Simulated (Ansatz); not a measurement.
# Pt_Si in SiC (P6_3mc): charge-transition levels and formation energies

Wanted: the transition levels of a substitutional impurity in SiC (P6_3mc), from a cell of 108 host atoms with 1 Si taken out and 1 Pt put in.

Main program and level: Ansatz 0.2.0; place-levels on r2SCAN runs: charge-transition levels and formation energies with image-charge correction and potential alignment at the atomic sites; PAW set soft_1.

Experimental background.

“Charge spill-out and work function of few-layer graphene on SiC(0001)” (2018, arxiv:1806.04908) quotes from earlier work for SiC, 6H (bulk crystal, literature): band gap (indirect gap, experimental literature value) 3.03 eV [Literature value cited in passing in the theory part; temperature and measurement method …].

Most raw output is cut from this account.

### 1. Starting point

The cell holds 108 atoms: 53 Si, 54 C and 1 Pt. Its edges and angles: a = 9.236 Å, b = 9.236 Å, c = 15.108 Å, α = 90.0°, β = 90.0°, γ = 120.0°. It derives from SiC (space group P6_3mc). Nearest the centre at fractional (0.667, 0.667, 0.500): Pt101 at 0.00 Å, C71 at 1.89 Å, C107 at 1.89 Å, C59 at 1.89 Å, C104 at 1.89 Å, Si77 at 3.08 Å, Si53 at 3.08 Å, Si5 at 3.08 Å.

Screening for the image-charge correction: ε∞ = (7.09, 7.09, 7.35), ε0 = (10.43, 10.43, 10.95), computed on the host (DFPT, PBEsol, on the r2SCAN cell), and a cell off the functional's own equilibrium shifts the ionic part.

The cell's shortest repeat is 9.2 Å.

### 2. Charge states

A transition level is the Fermi level at which two charge states cost the same, so each charge needs its own total energy, at its own relaxed structure.

Each atom starts 0.05 Å or so off its site in a random direction: a symmetric start keeps its symmetry, and would miss off-centre moves and Jahn–Teller distortions. Forces are taken at one point at (¼, ¼, ¼). The cell holds 1 electron more than the neutral one, with a uniform background that keeps it neutral on the whole. The electron count is odd, so at least one spin is unpaired; this run locks the moment at 1 μB.

The sampling was tested on the host first: at the k-points planned (1x1x1 shifted 0.25 0.25 0.25) its energy lies -0.041 eV an atom from the dense-mesh value, a large miss, so this sampling is coarse for the host.

One of the inputs; charge, spin and start change from state to state.

qm1_M1.relax/input.yaml reads:

```yaml
crystal:
  lattice:
    - [3.07866498, 0.0, 0.0]
    - [-1.53933249, 2.66620208, 0.0]
    - [0.0, 0.0, 15.1078644]
  atoms:
    - { symbol: Si, position: [0.33333333, 0.66666667, 0.8329854] }
    - { symbol: Si, position: [0.66666667, 0.33333333, 0.3329854] }
    - { symbol: Si, position: [0.66666667, 0.33333333, 0.66650102] }
    - { symbol: Si, position: [0.33333333, 0.66666667, 0.16650102] }
    - { symbol: Si, position: [0.0, 0.0, 0.49972248] }
    - { symbol: Si, position: [0.0, 0.0, 0.99972248] }
    - { symbol: C, position: [0.0, 0.0, 0.87436694] }
    - { symbol: C, position: [0.0, 0.0, 0.37436694] }
    - { symbol: C, position: [0.33333333, 0.66666667, 0.70799668] }
    - { symbol: C, position: [0.66666667, 0.33333333, 0.20799668] }
    - { symbol: C, position: [0.66666667, 0.33333333, 0.54152848] }
    - { symbol: C, position: [0.33333333, 0.66666667, 0.04152848] }
  supercell: [3, 3, 1]
  defects: [{ substitution: { at: 100, symbol: Pt } }]
total_charge: -1
basis:
  ecutwfc: 500
  xc_grid: 2
hamiltonian:
  xc: r2scan
  pseudopotentials: { kind: paw, azcp: { folder: soft_1 } }
kpoints:
  mp_grid: { grid: [1, 1, 1], shift: [0.25, 0.25, 0.25] }
magnetization:
  spin_polarized: true
  initial_magnetization: 1
  spin_locking: { lock_magnetization: hard }
scf:
  occupations: { method: fixed }
  max_iter: 80
output:
  forces: true
  charged_corrections:
    epsilon: [7.09, 7.09, 7.35]
    static_epsilon: [10.43, 10.43, 10.95]
relax:
  f_tol: 0.02
  max_steps: 80
  random_displacement: { amplitude: 0.05, seed: 4097 }
checkpoint:
  write: "../qm1_M1.relax.run"
  compress: false
  write_wavefunctions: true
  write_every: 100000
```

The run is started by

```
ansatz run input.yaml --threads 4 --pin off --max-ram 15073MiB --backend cpu --events-out ev --progress --plain --runs-dir out
```

Defect states can disperse in a cell of this size, so the energy is taken again at a 2×2×2 shifted mesh, on the relaxed structure.

The run of this state that the levels use, under r2SCAN:

qm1_M1.point/input.yaml reads:

```yaml
crystal:
  checkpoint: "../qm1_M1.relax.run"
  host: checkpoint
total_charge: -1
basis:
  ecutwfc: 500
  xc_grid: 2
hamiltonian:
  xc: r2scan
  pseudopotentials: { kind: paw, azcp: { folder: soft_1 } }
kpoints:
  mp_grid: { grid: [2, 2, 2], shift: [0.5, 0.5, 0.5] }
magnetization:
  spin_polarized: true
  initial_magnetization: 1
  spin_locking: { lock_magnetization: hard }
scf:
  occupations: { method: fermi_dirac, width: 0.01 }
  max_iter: 80
output:
  forces: true
  eigenvalues: true
  charged_corrections:
    epsilon: [7.09, 7.09, 7.35]
    static_epsilon: [10.43, 10.43, 10.95]
    defect_position: [0.666667, 0.666667, 0.499722]
  eigenstates: { localisation: true }
  populations: true
  efg: {}
checkpoint:
  read: "../qm1_M1.relax.run"
  write: "../qm1_M1.point.run"
  compress: false
  write_wavefunctions: false
  write_every: 100000
```

Relaxations under r2SCAN at one point at (¼, ¼, ¼); times on 4 threads of Arm Neoverse V1, shared host:

| charge | moment (μB) | occupations | outcome | steps | largest displacement against the far atoms (Å) | time |
| --- | --- | --- | --- | --- | --- | --- |
| −1 | 1 | fixed | converged | 7 | 0.21 | 11 min |
| 0 | 0 | fixed | converged | 6 | 0.22 | 3.9 min |
| +1 | 1 | fixed | converged | 7 | 0.16 | 9.6 min |
| 0 | 2 | fixed | converged | 7 | 0.17 | 10 min |

Single points under r2SCAN at a 2×2×2 shifted mesh; times on 4 threads of Arm Neoverse V1, shared host:

| charge | moment (μB) | occupations | outcome | time |
| --- | --- | --- | --- | --- |
| −1 | 1 | fermi-dirac | converged | 10 min |
| 0 | 0 | fermi-dirac | converged | 4.2 min |
| +1 | 1 | fermi-dirac | converged | 10 min |
| 0 | 2 | fermi-dirac | converged | 14 min |

Distances (Å) from Pt101 to the nearest atoms after relaxation with r2SCAN:

| charge | moment (μB) | 1. | 2. | 3. | 4. | 5. | 6. |
| --- | --- | --- | --- | --- | --- | --- | --- |
| −1 | 1 | C 2.05 | C 2.06 | C 2.06 | C 2.10 | Si 3.04 | Si 3.05 |
| 0 | 0 | C 2.03 | C 2.03 | C 2.04 | C 2.05 | Si 3.03 | Si 3.06 |
| 0 | 2 | C 2.02 | C 2.04 | C 2.04 | C 2.08 | Si 3.09 | Si 3.09 |
| +1 | 1 | C 2.01 | C 2.02 | C 2.02 | C 2.03 | Si 3.08 | Si 3.09 |

### 3. place-levels, r2SCAN

A charged cell interacts with its images and the background, and its potential has another zero than the host's. place-levels removes the first by a point-charge model, screened by the static dielectric constant since the ions have relaxed around the charge, and the second by comparing potentials at atoms far from the defect.

The host is a run of the defect-free crystal in the same cutoffs, grids and k-points, so that basis and sampling errors cancel in part in the differences. The host is run in a cell of 12 atoms on a matching mesh. Its band edges are searched through the zone by a band path, so the gap is smaller than, or equal to, that on the mesh. Chemical potentials are energies per atom of Si (diamond) and Pt (fcc), run with the same functional and cutoff.

levels.point.yaml reads:

```yaml
host:
  run: host.point.run
states: [qm1_M1.point.run, q0.point.run, qp1_M1.point.run, q0_M2.point.run]
geometry_from:
  qm1_M1.point.run: qm1_M1.relax.run
  q0.point.run: q0.relax.run
  qp1_M1.point.run: qp1_M1.relax.run
  q0_M2.point.run: q0_M2.relax.run
  host.point.run: host.relax.run
chemical_potentials:
  Si:
    energy: -639.06578
    dataset: <sha256 of the dataset>
  Pt:
    energy: -12538.255568
    dataset: "<sha256 of the dataset>"
epsilon: [7.09, 7.09, 7.35]
static_epsilon: [10.43, 10.43, 10.95]
vertical:
  - { from: qm1_M1.point.run, to: qm1_M1.point_neutral.run }
  - { from: qp1_M1.point.run, to: qp1_M1.point_neutral.run }
```

The run is started by

```
ansatz place-levels levels.point.yaml -- --threads 4 --pin off --max-ram 15073MiB
```

Elapsed: 0.58 s, on 4 threads of Arm Neoverse V1, shared host.

Levels between the charges placed, in eV above the valence top:

|  | gap (eV) | (+1/0) | (0/−1) |
| --- | --- | --- | --- |
| r2SCAN | 2.37 | 0.84 | 1.60 |

Corrections by state:

| charge | moment (μB) | image terms and alignment (eV) | band filling (eV) | ε used | over the lowest of its charge, as the program ranks them, band filling apart (eV) |
| --- | --- | --- | --- | --- | --- |
| +1 | 1.0 | 0.346 | - | principal values (10.43, 10.43, 10.95) | 0.000 |
| 0 | 2.0 | 0.000 | - | - | 0.000 |
| −1 | 1.0 | -0.037 | - | principal values (10.43, 10.43, 10.95) | 0.000 |
| 0 | 0.0 | 0.000 | - | - | 0.108 |

The charged structures listed were also run neutral, and place-levels reads from each pair, by the potential or the spins, how wide the charge is by which they differ; that can be the carrier of either run.

| charge | rms radius (Å) | spread where it is widest against the cell (Å) | wide from (Å) | reading |
| --- | --- | --- | --- | --- |
| +1 | 2.4 | 1.41 | 1.39 | wide |
| −1 | 2.3 | 1.45 | 1.39 | wide |

The neutral runs of these pairs need not share the spin of the lowest neutral state, and very wide values only mean spread over the cell.

From the program's caveats on the states, each cut to its opening words:

- charge +1 (1 μB): it parts from the run at its places by a charge that spreads by about 1.4 Å along one vector (1.4 Å or more is wide), by its potential at epsilon [7.09, 7.09, [...]
- charge +1 (1 μB): the host's ions (past the first shell or, of a walk that freed a part, those that it held) aren't shown at rest: they stand up to 0.056 Å off their sites, 1.62 [...]
- charge +1 (1 μB): its sublattices stand up to 0.0142 Å off the host's, which by the two runs' forces adds about -0.01 eV to its energy against the host's, and moves the band [...]
- charge +1 (1 μB): its moments are held at its close (magnetization.spin_locking), by a field of 0.006 eV a Bohr magneton, and its energy and levels are of the state that this [...]
- charge +1 (1 μB), 0 (2 μB), −1 (1 μB): flagged: stability check not made
- charge −1 (1 μB): it parts from the run at its places by a charge that spreads by about 1.5 Å along one vector (1.4 Å or more is wide), by its potential at epsilon [7.09, 7.09, [...]
- charge −1 (1 μB): the host's ions (past the first shell or, of a walk that freed a part, those that it held) aren't shown at rest: they stand up to 0.033 Å off their sites, 0.58 [...]

Chemical potentials of the elements' reference phases, run alike. Formation energy by charge state (elemental references; gap 2.37 eV):

| charge | at valence top (eV) | at conduction bottom (eV) | correction included (eV) |
| --- | --- | --- | --- |
| +1 | 4.55 | 6.92 | 0.35 |
| 0 | 5.39 | 5.39 | 0.00 |
| −1 | 6.98 | 4.61 | -0.04 |

Fermi level (eV), lowest formation energy (eV) and a bar from the least value:
```
     0.00       4.55 
     0.22       4.76 ########
     0.43       4.98 ###############
     0.65       5.19 #######################
     0.86       5.39 ##############################
     1.08       5.39 ##############################
     1.29       5.39 ##############################
     1.51       5.39 ##############################
     1.72       5.26 #########################
     1.94       5.04 ##################
     2.15       4.83 ##########
     2.37       4.61 ##
```

### 4. The same at the relaxations' own k-points

The relaxations' own energies give the levels at their sampling, for comparison.

levels.relax_mesh.yaml reads:

```yaml
host:
  run: host.relax.run
states: [qm1_M1.relax.run, q0.relax.run, qp1_M1.relax.run, q0_M2.relax.run]
chemical_potentials:
  Si:
    energy: -639.06578
    dataset: <sha256 of the dataset>
  Pt:
    energy: -12538.255568
    dataset: "<sha256 of the dataset>"
```

The run is started by

```
ansatz place-levels levels.relax_mesh.yaml -- --threads 4 --pin off --max-ram 15073MiB
```

Elapsed: 0.19 s, on 4 threads.

Levels between neighbouring charges, in eV above the valence top:

|  | gap (eV) | (+1/0) | (0/−1) |
| --- | --- | --- | --- |
| one point at (¼, ¼, ¼) | 2.38 | 0.81 | 1.53 |
| a 2×2×2 shifted mesh | 2.37 | 0.84 | 1.60 |

Going from one point at (¼, ¼, ¼) to a 2×2×2 shifted mesh moves the levels that carry no band-filling term by up to 0.07 eV and formation energies against the elements by up to 0.37 eV.

### 5. Summary of results

* gap of the host: 2.37 eV (r2SCAN)
* level (plus 1/0): 0.84 eV above the valence top
* level (0/minus 1): 1.60 eV above the valence top
* lowest of the charges placed, just above the valence top (0.02 eV): +1
* lowest of the charges placed, just below the conduction bottom (0.02 eV): −1
* lowest formation energy at mid-gap of the charges run, elemental references: 5.39 eV

What this shows: Of the charges placed (−1, 0 and +1), the lowest changes at 0.84 eV (+1/0) and 1.60 eV (0/−1) above the valence top, in a gap of 2.37 eV. Charges above +1 and below −1 were not placed, so these runs say nothing of levels that involve them. States placed: +1 at 1 μB; 0 at 2 μB and 0 μB; −1 at 1 μB. Other spin states or structures, where not listed, weren't placed. Pt is taken at its element; compounds, which aren't counted here, bound the chemical potentials and would shift these formation energies. Going from one point at (¼, ¼, ¼) to a 2×2×2 shifted mesh moves the levels that carry no band-filling term by up to 0.07 eV and formation energies against the elements by up to 0.37 eV. Keep in mind: r2SCAN makes the gap too small and tends to spread out bound carriers; spin–orbit coupling, which can matter with heavy atoms, is left out; force components of up to 0.77 eV/Å remain in a run at the final settings.

Computed beside measured:

```
                             quantity  measured           r2SCAN
band gap (least gap of the host) (eV)      3.03  2.37 (-0.66 eV)
```

Measured values from arxiv:1806.04908 (2018).

Verdict: The band gap is off by -0.66 eV: a clear miss. Local and semilocal functionals usually give gaps below the measured ones. Zero-point and thermal motion shift the measured gap.

[Logs are printed without paths, hosts, clocks, repeated set-up lines and the standing remarks that a program may print on its own settings, such as how far it seeks lower states.]

[Hosts, paths, dates, database ids (printed as entryN), source tags and the programs' standing remarks are cut or masked in the printed files.]

[Where a table of states has a column of steps, it counts the stored structures, which are thinned; the runs took as many ionic steps or more.]

[A defect's name tells the site on which it was built; relaxed atoms can leave that site.]

[For some hosts the program warned that the k-mesh of the response run may be too coarse for force constants and the static dielectric constant; such warnings are not shown here.]
